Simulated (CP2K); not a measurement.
The C K edge of cyanopyrazine was computed by TDDFT (CP2K XAS_TDP, aug-cc-pVDZ, TDA) at these levels: PBE, PBEh(45%) and PBEh(45%) + GW2X. The first three lines of C2 (bonded to C and N) with a strength over 0.0015, energy in eV and strength:

```tsv
run	first	second	third
1	268.01 (0.002)	270.21 (0.028)	270.89 (0.017)
2	288.24 (0.029)	288.85 (0.054)	290.43 (0.004)
3	281.77 (0.029)	282.38 (0.055)	283.97 (0.004)
```

**Question.** Which run is which?

Run 1: PBE (0 % exact exchange). Run 2: PBEh(45%) + GW2X (45 % exact exchange). Run 3: PBEh(45%) (45 % exact exchange). Self-interaction lifts the core level, so the uncorrected lines rise with the share of exact exchange. The GW2X run keeps the spacings of its parent: 0.61 eV between the first two lines in run 2, 0.61 eV in run 3. Its shift is +6.47 eV, since the Kohn–Sham level at this share of exchange lies that far above the quasiparticle level.

[Banner, clock and machine lines of the logs are left out without a mark of their own.]

[Logs are printed without paths, hosts, clocks, repeated set-up lines and the standing remarks that a program may print on its own settings, such as how far it seeks lower states.]

[Hosts, paths, dates, database ids (printed as entryN), source tags and the programs' standing remarks are cut or masked in the printed files.]
